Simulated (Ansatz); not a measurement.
**G0W0 on several functionals: CsPbI2Br (P4/mmm)**

Aim: G0W0 for CsPbI2Br (P4/mmm) on several starting functionals, at one mesh, band count and screening cutoff.

Method: G0W0 on several functionals, plane waves, PAW, in Ansatz 0.2.0.

Report form: the programs' logs are mostly left out.

In doubt: masses and optical values from hybrid runs of this build are listed as unsure (step 4), which bears on the screening that GW takes from such a start.

**1. The starting structure**

The structure is tetragonal, space group P4/mmm (No. 123). The conventional cell has a = 6.375 Å, b = 6.375 Å, c = 5.962 Å, α = 90.00°, β = 90.00°, γ = 90.00°. Nearest to Cs lie 8 I at 4.36 Å and 4 Br at 4.51 Å. Nearest to Pb lie 2 Br at 2.98 Å and 4 I at 3.19 Å. I has 2 Pb at 3.19 Å and 4 Cs at 4.36 Å nearest. Nearest to Br lie 2 Pb at 2.98 Å and 4 Cs at 4.51 Å. Farther neighbours and most contacts between anions are not listed.

The cell and positions are those that the Materials Project relaxed with its own functionals (PBE, PBE+U or r2SCAN), kept fixed. Spin-orbit coupling is left out unless a step names it.

**2. G0W0 on PBEsol**

G0W0 replaces the xc potential by the self-energy, built once from these orbitals. Only a window of levels is corrected, while the sums run over the empty bands that the input names. This step takes PAW set soft_1 files.

This step: G0W0 on PBEsol, plane waves, PAW; PAW set soft_1.

Input file input.yaml:

```yaml
crystal:
  lattice:
    - [6.375296, 0.0, 0.0]
    - [0.0, 6.375296, 0.0]
    - [0.0, 0.0, 5.96222]
  atoms:
    - { symbol: Cs, position: [0.5, 0.5, 0.5] }
    - { symbol: Pb, position: [0.0, 0.0, 0.0] }
    - { symbol: I, position: [0.0, 0.5, 0.0] }
    - { symbol: I, position: [0.5, 0.0, 0.0] }
    - { symbol: Br, position: [0.0, 0.0, 0.5] }
kpoints:
  mp_grid: { grid: [4, 4, 4] }
hamiltonian:
  xc: pbesol
  pseudopotentials: { kind: paw, azcp: { folder: soft_1 }, xc_functional: pbe }
scf:
  occupations: { method: fixed }
gw:
  n_empty_bands: 1010
  ecut_chi: 150.0
  qp_bands: [v2, c2]
  qp_kpoints: band_edges
  screening: { model: contour_deformation }
```

Launch:

```sh
$ ansatz run input.yaml --threads 2 --pin off --max-ram 92160MiB --backend cuda --events-out ev --progress --plain --runs-dir out --devices 1 --max-vram 13GiB
```

Elapsed: 1.8 min, on 1 × NVIDIA H100 80GB HBM3 (shared by 6 runs) with 2 threads of AMD EPYC 7R13 (Zen 3), shared host; peak memory 6 GiB.

This step gave:

- bands summed: 1042
- RPA ε∞ on this mesh (eigenvalues): 5.471, 7.273, 7.273
- plane waves in the screening matrix: 995
- q-points in the mesh: 64
- G0W0 gap on the mesh: 2.400 eV
- k of the valence top: -0.5, -0.5, -0.5
- k of the conduction bottom: -0.5, -0.5, -0.5
- starting gap on the mesh: 1.392 eV
- Z at the valence top: 0.7624
- Z at the conduction bottom: 0.7771
- least direct G0W0 gap on the computed points: 2.400 eV

The gap on the mesh goes from 1.39 eV to 2.40 eV, a correction of +1.01 eV. Between the two edge states, bare exchange in place of the xc potential would open the gap by 4.80 eV, and correlation takes back 3.79 eV.

**3. G0W0 on PBE**

The same correction from a different start measures what one shot leaves open.

This step: G0W0 on PBE, plane waves, PAW; PAW set soft_1.

Changes to input.yaml since step 2:

```diff
@@ -14,4 +14,4 @@
 hamiltonian:
-  xc: pbesol
-  pseudopotentials: { kind: paw, azcp: { folder: soft_1 }, xc_functional: pbe }
+  xc: pbe
+  pseudopotentials: { kind: paw, azcp: { folder: soft_1 } }
 scf:
```

Run time: 2.8 min. Hardware: 1 × NVIDIA H100 80GB HBM3 (shared by 6 runs) with 2 threads; peak memory 6 GiB; 4.9 min of CPU time.

This step gave:

| Property | Result |
| --- | --- |
| bands summed | 1042 |
| RPA ε∞ on this mesh (eigenvalues) | 5.172, 6.853, 6.853 |
| plane waves in the screening matrix | 995 |
| q-points in the mesh | 64 |
| G0W0 gap on the mesh | 2.436 eV |
| k of the valence top | -0.5, -0.5, -0.5 |
| k of the conduction bottom | -0.5, -0.5, -0.5 |
| starting gap on the mesh | 1.470 eV |
| Z at the valence top | 0.7649 |
| Z at the conduction bottom | 0.7791 |
| least direct G0W0 gap on the computed points | 2.436 eV |

Against the run with 4×4×4 mesh, 1010 empty bands, screening to 150 eV, PAW set soft_1 files on PBEsol, the gap moves by +0.04 eV, while the start moved by +0.08 eV.

**4. G0W0 on HSE06**

This step: G0W0 on HSE06, plane waves, PAW; PAW set soft_1.

Changes to input.yaml since step 3:

```diff
@@ -14,3 +14,3 @@
 hamiltonian:
-  xc: pbe
+  xc: hse06
   pseudopotentials: { kind: paw, azcp: { folder: soft_1 } }
```

Wall time 4.8 min (1 × NVIDIA H100 80GB HBM3 (shared by 6 runs) with 2 threads); peak memory 6.5 GiB.

Numbers from this step:

```yaml
bands_summed: 1042
rpa_eps_infinity_on_this_mesh_eigenvalues: 3.986, 5.061, 5.061
plane_waves_in_the_screening_matrix: 995
g0w0_gap_on_the_mesh: 2.765 eV
k_of_the_valence_top: -0.5, -0.5, -0.5
k_of_the_conduction_bottom: -0.5, -0.5, -0.5
starting_gap_on_the_mesh: 2.002 eV
least_direct_g0w0_gap_on_the_computed_points: 2.765 eV
```

Against the run with 4×4×4 mesh, 1010 empty bands, screening to 150 eV, PAW set soft_1 files on PBE, the gap moves by +0.33 eV, while the start moved by +0.53 eV.

**5. Side by side**

All on the 4×4×4 mesh with 1010 empty bands and screening to 150 eV. Times are wall times on 1 × NVIDIA H100 80GB HBM3 (shared by 6 runs) with 2 threads of AMD EPYC 7R13 (Zen 3), shared host, good to a factor of about two.

| start | starting gap (eV) | shift (eV) | G0W0 gap (eV) | RPA ε∞ (harmonic mean) | Z (valence, conduction) | time |
| --- | --- | --- | --- | --- | --- | --- |
| PBEsol | 1.39 | +1.01 | 2.40 | 6.55 | 0.76, 0.78 | 1.8 min |
| PBE | 1.47 | +0.97 | 2.44 | 6.18 | 0.76, 0.78 | 2.8 min |
| HSE06 | 2.00 | +0.76 | 2.76 | 4.64 | 0.80, 0.81 | 4.8 min |

How the two edges are built up, in eV (the quasiparticle level is the starting level plus Σx plus Σc less Vxc):

```
   run               edge  start      Σx     Σc     Vxc     Z    QP
PBEsol        valence top   3.57  -17.65   0.53  -16.41  0.76  2.86
PBEsol  conduction bottom   4.96   -8.22  -3.26  -11.78  0.78  5.26
   PBE        valence top   3.69  -17.67   0.56  -16.31  0.76  2.89
   PBE  conduction bottom   5.16   -8.21  -3.22  -11.60  0.78  5.32
 HSE06        valence top   3.31  -17.70   0.40  -16.68  0.80  2.70
 HSE06  conduction bottom   5.31   -7.97  -3.14  -11.26  0.81  5.46
```

For a hybrid start, Vxc holds its share of exact exchange.

**6. Summary of results**

```json
{
  "G0W0@PBEsol": "2.40 eV (start 1.39 eV)",
  "G0W0@PBE": "2.44 eV (start 1.47 eV)",
  "G0W0@HSE06": "2.76 eV (start 2.00 eV)",
  "known limits": "not at the basis limit; no spin-orbit coupling"
}
```

What this shows: The starting gaps span 0.61 eV and the G0W0 gaps 0.36 eV. Between PBEsol and HSE06, 0.36 eV of the 0.61 eV survives, 60 %. HSE06 screens less than PBEsol (ε∞ 4.64 against 6.55). Of the 0.36 eV by which its G0W0 gap is higher, the correlation part gives +0.25 eV, and exchange with the one-particle terms, which follow the orbitals, +0.11 eV. The smallest correction, +0.76 eV, is on HSE06, the start nearest to reproducing itself. Bands and cutoff are finite, so the gap is not at the basis limit. The miss can reach some tenths of an eV and take either sign; the mesh is an error of its own. Where an edge is built on 6p states of lead, bismuth or thallium, scalar-relativistic gaps usually stand too wide, by a few tenths to over one eV. The many-body steps are scalar-relativistic: spin-orbit coupling is not in them.

[Paths, hosts, dates, memory and timing lines, banners, echoed tables and standing remarks are left out of the program output.]

[Logs are printed without paths, hosts, clocks, repeated set-up lines and the standing remarks that a program may print on its own settings, such as how far it seeks lower states.]

[Runs of the session that timed out or met a known fault of the program may be left out.]

[Cells called generated may have been cut or substituted from an entry of the Crystallography Open Database or the Materials Project.]

[Hosts, paths, dates, database ids (printed as entryN), source tags and the programs' standing remarks are cut or masked in the printed files.]
